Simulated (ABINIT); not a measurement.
# Li2H6Pt (Fm-3m): changed settings of a GW run in ABINIT

Aim: change inputs of a GW run on Li2H6Pt (Fm-3m) and see what moves.

Main program and level: ABINIT 10.8.3; LDA and many-body steps on it, plane waves.

### Step 1. Set-up

The structure is cubic, space group Fm-3m (No. 225). The conventional cell has a = 6.650 Å, b = 6.650 Å, c = 6.650 Å, α = 90.00°, β = 90.00°, γ = 90.00°. Nearest to Li lie 12 H at 2.35 Å. H has 1 Pt at 1.63 Å nearest. Nearest to Pt lie 6 H at 1.63 Å. Farther neighbours are not listed.

The cell and positions are those that the Materials Project relaxed with its own functionals (PBE, PBE+U or r2SCAN), kept fixed. Spin-orbit coupling is left out unless a step names it.

### Step 2. Screening, 4×4×4 mesh, 70 bands, screening to 122.5 eV

This step: ABINIT 10.8.3; RPA screening on LDA, plane waves, norm-conserving pseudopotentials.

The RPA dielectric matrix is built and inverted for each q.

run.abi reads:

```
acell 3*1.0 Angstrom
rprim 
  0.000000000000 3.324927160000 3.324927160000
  3.324927160000 0.000000000000 3.324927160000
  3.324927160000 3.324927160000 0.000000000000
ntypat 3
znucl 3 1 78
natom 9
typat 1 1 2 2 2 2 2 2 3
xred 
  0.750000000000 0.750000000000 0.750000000000
  0.250000000000 0.250000000000 0.250000000000
  0.754787880000 0.754787880000 0.245212120000
  0.245212120000 0.754787880000 0.245212120000
  0.754787880000 0.245212120000 0.245212120000
  0.245212120000 0.245212120000 0.754787880000
  0.754787880000 0.245212120000 0.754787880000
  0.245212120000 0.754787880000 0.754787880000
  0.000000000000 0.000000000000 0.000000000000
pp_dirpath "pseudos"
pseudos "Li.upf, H.upf, Pt.upf"
ecut 34
ngkpt 4 4 4
nshiftk 1
shiftk 0 0 0
kptopt 1
chksymbreak 0
istwfk *1
occopt 1
irdwfk 1
optdriver 3
nband 70
ecuteps 4.5
inclvkb 2
awtr 1
symchi 1
indata_prefix "in"
outdata_prefix "out"
tmpdata_prefix "tmp"
```

The run is started by

```sh
> OMP_NUM_THREADS=1 mpirun -n 4 abinit run.abi > log
```

Output:

```text
.Version 10.8.3 of ABINIT. v10.8.2 released Aug 2026.

 Symmetries : space group Fm -3 m (#225); Bravais cF (face-center cubic)
[... echo of the input left out ...]
== DATASET  1 ==================================================================
-   mpi_nproc: 4, omp_nthreads: 1 (-1 if OMP is not activated)

--- !DatasetInfo
iteration_state: {dtset: 1, }
dimensions: {natom: 9, nkpt: 8, mband: 70, nsppol: 1, nspinor: 1, nspden: 1, mpw: 4723, }
cutoff_energies: {ecut:  34.0, pawecutdg:  -1.0, }
electrons: {nelect:   3.00000000E+01, charge:   0.00000000E+00, occopt:   1.00000000E+00, tsmear:   1.00000000E-02, }

 SCREENING: Calculation of the susceptibility and dielectric matrices

 Based on a program developped by R.W. Godby, V. Olevano, G. Onida, and L. Reining.
 Incorporated in ABINIT by V. Olevano, G.-M. Rignanese, and M. Torrent.
.Using double precision arithmetic ; gwpc =  8

[... cell and pseudopotentials left out ...]
--------------------------------------------------------------------------------

 ==== K-mesh for the wavefunctions ====
 Number of points in the irreducible wedge :     8
[... list of points left out ...]
 Together with 48 symmetry operations and time-reversal symmetry
 yields    64 points in the full Brillouin Zone.

 ==== Q-mesh for the screening function ====
 Number of points in the irreducible wedge :     8
[... list of points left out ...]
 Together with 48 symmetry operations and time-reversal symmetry
 yields    64 points in the full Brillouin Zone.

 setmesh: FFT mesh size selected  =    32x   32x   32
          total number of points  =        32768

 vcoul_init : cutoff-mode = AUXILIARY_FUNCTION
 q-points for optical limit:   1
     1)      0.000010    0.000020    0.000030

- screening: taking advantage of time-reversal symmetry
- Maximum band index for partially occupied states nbvw = 15
- Remaining bands to be divided among processors   nbcw = 55
- Number of bands treated by each node ~13

 Number of electrons calculated from density =   30.0000; Expected =   30.0000
 average of density, n =  0.060471
 r_s =    1.5805
 omega_plasma =   23.7208 [eV]

 calculating chi0 at frequencies [eV] :
  1    0.000000E+00    0.000000E+00
  2    0.000000E+00    2.372082E+01

--------------------------------------------------------------------------------
  q-point number  1        q = ( 0.000000, 0.000000, 0.000000) [r.l.u.]
--------------------------------------------------------------------------------
[... chi0 elements left out ...]
 For q-point:  0.000010 0.000020 0.000030
  dielectric constant =   4.2183
  dielectric constant without local fields =   5.1630

  Average fulfillment of the sum rule on Im[epsilon] for q-point    1 :     55.39  [%]
[... wings left out ...]
  q-point number  2        q = ( 0.250000, 0.000000, 0.000000) [r.l.u.]
--------------------------------------------------------------------------------
[... chi0 elements left out ...]
  Average fulfillment of the sum rule on Im[epsilon] for q-point    2 :     71.32  [%]

 [... 6 further q-points ...]
```

Elapsed: 25 s, on 4 MPI ranks of Intel Xeon Platinum 8375C at 2.90GHz (Ice Lake), shared host; peak memory 1.1 GiB; 98 s of CPU time.

This step gave:

* ε∞ with local fields, on this mesh, along the program's q direction: 4.218
* the same without local fields: 5.163
* plasma frequency: 23.72 eV
* plane waves in the screening matrix: 259

Local fields lower ε∞ by 18 %.

### Step 3. Base

The self-energy is evaluated for the states that the input lists, and the levels follow from it, in one-shot runs by the linearised quasiparticle equation.

This step: G0W0 on LDA, plane waves, norm-conserving pseudopotentials.

Changes to run.abi since step 2:

```diff
@@ -30,8 +30,19 @@
 irdwfk 1
-optdriver 3
+optdriver 4
 nband 70
+gwcalctyp 0
+ecutsigx 34
+symsigma 1
+nkptgw 3
+kptgw 
+  -0.2500000000 0.2500000000 0.0000000000
+  0.5000000000 0.5000000000 0.0000000000
+  0.0000000000 0.0000000000 0.0000000000
+bdgw 
+  14 17
+  14 17
+  13 19
 ecuteps 4.5
-inclvkb 2
-awtr 1
-symchi 1
+irdscr 1
+ppmodel 1
 indata_prefix "in"
```

Output:

```text
.Version 10.8.3 of ABINIT. v10.8.2 released Aug 2026.

 Symmetries : space group Fm -3 m (#225); Bravais cF (face-center cubic)
[... echo of the input left out ...]
== DATASET  1 ==================================================================
-   mpi_nproc: 4, omp_nthreads: 1 (-1 if OMP is not activated)

--- !DatasetInfo
iteration_state: {dtset: 1, }
dimensions: {natom: 9, nkpt: 8, mband: 70, nsppol: 1, nspinor: 1, nspden: 1, mpw: 4723, }
cutoff_energies: {ecut:  34.0, pawecutdg:  -1.0, }
electrons: {nelect:   3.00000000E+01, charge:   0.00000000E+00, occopt:   1.00000000E+00, tsmear:   1.00000000E-02, }

 SIGMA: Calculation of the GW corrections

 Based on a program developped by R.W. Godby, V. Olevano, G. Onida, and L. Reining.
 Incorporated in ABINIT by V. Olevano, G.-M. Rignanese, and M. Torrent.
.Using double precision arithmetic ; gwpc =  8

[... cell and pseudopotentials left out ...]
--------------------------------------------------------------------------------

 ==== K-mesh for the wavefunctions ====
 Number of points in the irreducible wedge :     8
[... list of points left out ...]
 Together with 48 symmetry operations and time-reversal symmetry
 yields    64 points in the full Brillouin Zone.

 ==== Q-mesh for screening function ====
 Number of points in the irreducible wedge :     8
[... list of points left out ...]
 Together with 48 symmetry operations and time-reversal symmetry
 yields    64 points in the full Brillouin Zone.

 vcoul_init : cutoff-mode = AUXILIARY_FUNCTION
 q-points for optical limit:   1
     1)      0.000010    0.000020    0.000030
 setmesh: FFT mesh size selected  =    48x   48x   48
          total number of points  =       110592

 Number of electrons calculated from density =   30.0000; Expected =   30.0000
 average of density, n =  0.060471
 r_s =    1.5805
 omega_plasma =   23.7208 [eV]

 === KS Band Gaps ===
  >>>> For spin  1
   Minimum direct gap =   4.3344 [eV], located at k-point      :   0.5000  0.5000  0.0000
   Fundamental gap    =   2.7574 [eV], Top of valence bands at :  -0.2500  0.2500  0.0000
                                       Bottom of conduction at :   0.5000  0.5000  0.0000
 SIGMA fundamental parameters:
 PLASMON POLE MODEL  1
 number of plane-waves for SigmaX                 4693
 number of plane-waves for SigmaC and W            259
 number of plane-waves for wavefunctions          4693
 number of bands                                    70
 number of independent spin polarizations            1
 number of spinorial components                      1
 number of k-points in IBZ                           8
 number of q-points in IBZ                           8
 number of symmetry operations                      48
 number of k-points in BZ                           64
 number of q-points in BZ                           64
 number of frequencies for dSigma/dE                 9
 frequency step for dSigma/dE [eV]                0.25
 number of omega for Sigma on real axis              0
 max omega for Sigma on real axis  [eV]           0.00
 zcut for avoiding poles [eV]                     0.10

 EPSILON^-1 parameters (SCR file):
 dimension of the eps^-1 matrix on file            259
 dimension of the eps^-1 matrix used               259
 number of plane-waves for wavefunctions          4693
 number of bands                                    70
 number of q-points in IBZ                           8
 number of frequencies                               2
 number of real frequencies                          1
 number of imag frequencies                          1

 matrix elements of self-energy operator (all in [eV])

 Perturbative Calculation

--- !SelfEnergy_ee
iteration_state: {dtset: 1, }
kpoint     : [  -0.250,    0.250,    0.000, ]
spin       : 1
KS_gap     :    5.309
QP_gap     :    7.322
Delta_QP_KS:    2.014
data: !SigmaeeData |
     Band     E0 <VxcDFT>   SigX SigC(E0)      Z dSigC/dE  Sig(E)    E-E0       E
       14   0.295 -14.786 -18.648   3.018   0.799  -0.251 -15.461  -0.675  -0.380
       15   1.410 -12.321 -15.301   2.020   0.811  -0.232 -13.100  -0.779   0.632
       16   6.719 -12.843  -8.443  -2.900   0.824  -0.214 -11.608   1.235   7.954
       17   6.814 -13.436  -8.908  -2.912   0.820  -0.220 -12.111   1.324   8.138

--- !SelfEnergy_ee
iteration_state: {dtset: 1, }
kpoint     : [   0.500,    0.500,    0.000, ]
spin       : 1
KS_gap     :    4.334
QP_gap     :    6.510
Delta_QP_KS:    2.175
data: !SigmaeeData |
     Band     E0 <VxcDFT>   SigX SigC(E0)      Z dSigC/dE  Sig(E)    E-E0       E
       14  -0.167 -11.272 -14.761   2.336   0.804  -0.243 -12.200  -0.928  -1.095
       15  -0.167 -11.272 -14.761   2.336   0.804  -0.243 -12.200  -0.928  -1.095
[...]
--- !SelfEnergy_ee
iteration_state: {dtset: 1, }
kpoint     : [   0.000,    0.000,    0.000, ]
spin       : 1
KS_gap     :    6.656
QP_gap     :    8.778
Delta_QP_KS:    2.122
data: !SigmaeeData |
     Band     E0 <VxcDFT>   SigX SigC(E0)      Z dSigC/dE  Sig(E)    E-E0       E
[...]
17   8.657 -10.863  -6.051  -3.281   0.834  -0.199  -9.587   1.276   9.933
       18   8.657 -10.863  -6.051  -3.281   0.834  -0.199  -9.587   1.276   9.933
       19   8.657 -10.863  -6.051  -3.281   0.834  -0.199  -9.587   1.276   9.933

== END DATASET(S) ==============================================================
================================================================================

 -outvars: echo values of variables after computation  --------
           etotal      0.0000000000E+00
            nband          70
             nkpt           8
          spgroup         225
 [... the other variables as echoed above ...]

 Calculation completed.
```

Wall time 15 s (4 MPI ranks); peak memory 1 GiB.

Numbers from this step:

```
G0W0 gap on the points computed              : 4.783 eV
starting gap on the mesh                     : 2.758 eV
k of the valence top                         : -0.25, 0.25, 0
k of the conduction bottom                   : 0.5, 0.5, 0
Z at the valence top                         : 0.811
Z at the conduction bottom                   : 0.827
least direct G0W0 gap on the computed points : 6.51 eV
```

The gap on the mesh goes from 2.76 eV to 4.78 eV, a correction of +2.03 eV.

### Step 4. Coulomb singularity

Changes to run.abi since step 3:

```diff
@@ -47,2 +47,3 @@
 ppmodel 1
+gw_icutcoul 7
 indata_prefix "in"
```

Output:

```text
.Version 10.8.3 of ABINIT. v10.8.2 released Aug 2026.

 Symmetries : space group Fm -3 m (#225); Bravais cF (face-center cubic)
[... echo of the input left out ...]
== DATASET  1 ==================================================================
-   mpi_nproc: 4, omp_nthreads: 1 (-1 if OMP is not activated)

--- !DatasetInfo
iteration_state: {dtset: 1, }
dimensions: {natom: 9, nkpt: 8, mband: 70, nsppol: 1, nspinor: 1, nspden: 1, mpw: 4723, }
cutoff_energies: {ecut:  34.0, pawecutdg:  -1.0, }
electrons: {nelect:   3.00000000E+01, charge:   0.00000000E+00, occopt:   1.00000000E+00, tsmear:   1.00000000E-02, }

 SIGMA: Calculation of the GW corrections

 Based on a program developped by R.W. Godby, V. Olevano, G. Onida, and L. Reining.
 Incorporated in ABINIT by V. Olevano, G.-M. Rignanese, and M. Torrent.
.Using double precision arithmetic ; gwpc =  8

[... cell and pseudopotentials left out ...]
--------------------------------------------------------------------------------

 ==== K-mesh for the wavefunctions ====
 Number of points in the irreducible wedge :     8
[... list of points left out ...]
 Together with 48 symmetry operations and time-reversal symmetry
 yields    64 points in the full Brillouin Zone.

 ==== Q-mesh for screening function ====
 Number of points in the irreducible wedge :     8
[... list of points left out ...]
 Together with 48 symmetry operations and time-reversal symmetry
 yields    64 points in the full Brillouin Zone.

 vcoul_init : cutoff-mode = AUX_GB
 q-points for optical limit:   1
     1)      0.000010    0.000020    0.000030
 setmesh: FFT mesh size selected  =    48x   48x   48
          total number of points  =       110592

 Number of electrons calculated from density =   30.0000; Expected =   30.0000
[...]
number of plane-waves for wavefunctions          4693
 number of bands                                    70
 number of q-points in IBZ                           8
 number of frequencies                               2
 number of real frequencies                          1
 number of imag frequencies                          1

 matrix elements of self-energy operator (all in [eV])

 Perturbative Calculation

--- !SelfEnergy_ee
iteration_state: {dtset: 1, }
kpoint     : [  -0.250,    0.250,    0.000, ]
spin       : 1
KS_gap     :    5.309
QP_gap     :    7.330
Delta_QP_KS:    2.022
data: !SigmaeeData |
     Band     E0 <VxcDFT>   SigX SigC(E0)      Z dSigC/dE  Sig(E)    E-E0       E
       14   0.295 -14.786 -18.699   3.037   0.799  -0.252 -15.486  -0.699  -0.404
       15   1.410 -12.321 -15.352   2.040   0.811  -0.233 -13.125  -0.804   0.607
       16   6.719 -12.843  -8.443  -2.920   0.823  -0.215 -11.625   1.218   7.937
[...]
--- !SelfEnergy_ee
iteration_state: {dtset: 1, }
kpoint     : [   0.500,    0.500,    0.000, ]
spin       : 1
KS_gap     :    4.334
QP_gap     :    6.517
Delta_QP_KS:    2.183
data: !SigmaeeData |
     Band     E0 <VxcDFT>   SigX SigC(E0)      Z dSigC/dE  Sig(E)    E-E0       E
[...]
--- !SelfEnergy_ee
iteration_state: {dtset: 1, }
kpoint     : [   0.000,    0.000,    0.000, ]
spin       : 1
KS_gap     :    6.656
QP_gap     :    8.785
Delta_QP_KS:    2.129
data: !SigmaeeData |
     Band     E0 <VxcDFT>   SigX SigC(E0)      Z dSigC/dE  Sig(E)    E-E0       E
[...]
18   8.657 -10.863  -6.051  -3.301   0.833  -0.200  -9.604   1.259   9.915
       19   8.657 -10.863  -6.051  -3.301   0.833  -0.200  -9.604   1.259   9.915

== END DATASET(S) ==============================================================
================================================================================

 -outvars: echo values of variables after computation  --------
           etotal      0.0000000000E+00
            nband          70
             nkpt           8
          spgroup         225
 [... the other variables as echoed above ...]

 Calculation completed.
```

Run time: 23 s. Hardware: 4 MPI ranks; peak memory 1.1 GiB.

Numbers from this step:

```
G0W0 gap on the points computed              : 4.791 eV
starting gap on the mesh                     : 2.758 eV
k of the valence top                         : -0.25, 0.25, 0
k of the conduction bottom                   : 0.5, 0.5, 0
Z at the valence top                         : 0.811
Z at the conduction bottom                   : 0.826
least direct G0W0 gap on the computed points : 6.517 eV
```

Against G0W0 in ABINIT (4×4×4 mesh, 70 bands, screening to 122.5 eV, Godby-Needs plasmon pole), the gap moves by +0.008 eV.

### Step 5. Side by side

Times are wall times on 4 MPI ranks of Intel Xeon Platinum 8375C at 2.90GHz (Ice Lake), shared host, good to a factor of about two. A run's time includes the screening step that it read.

| run | mesh | bands | screening cutoff (eV) | DFT gap (eV) | gap on the mesh (eV) | direct (eV) | ε∞ used | time |
| --- | --- | --- | --- | --- | --- | --- | --- | --- |
| base | 4×4×4 | 70 | 122.5 | 2.758 | 4.783 | 6.510 | 4.22 | 40 s |
| Coulomb singularity | 4×4×4 | 70 | 122.5 | 2.758 | 4.791 | 6.517 | 4.22 | 48 s |

### Step 6. Outcome

- base: 4.783 eV
- Coulomb singularity: 4.791 eV
- known limits: not at the basis limit; no spin polarisation; d states lean on the start; no spin-orbit coupling

**Reading.** Coulomb singularity: +0.008 eV against base (keys changed: gw_icutcoul). Bands and cutoff are finite, so the gap is not at the basis limit. The miss can reach some tenths of an eV and take either sign; the mesh is an error of its own. In the first G0W0 run levels were corrected at 3 k points alone, so a gap called «on the mesh» is the least over those, and an edge elsewhere would be missed. The runs have no spin polarisation. For a closed low-spin shell that is the natural state; where a d or f shell is open it is a constraint, and the gap is then not the crystal's own. With d states at the gap, one-shot GW leans hard on its start. The many-body steps are scalar-relativistic: spin-orbit coupling is not in them.

[Paths, hosts, dates, memory and timing lines, banners, echoed tables and standing remarks are left out of the program output.]

[Logs are printed without paths, hosts, clocks, repeated set-up lines and the standing remarks that a program may print on its own settings, such as how far it seeks lower states.]

[Runs of the session that timed out or met a known fault of the program may be left out.]

[No measured gap is set beside runs whose start may be inverted or whose files or cutoffs have a known fault.]

[Hosts, paths, dates, database ids (printed as entryN), source tags and the programs' standing remarks are cut or masked in the printed files.]

[G0W0 gaps are taken among the corrected bands and points alone; a level outside them can change the order at an edge.]

[Where Ansatz stands beside ABINIT at settings called matched, ABINIT's density can come from a denser mesh and the files from another edition; pairs whose starting gaps differed by over 0.03 eV were left out, so agreement reads better than it is.]
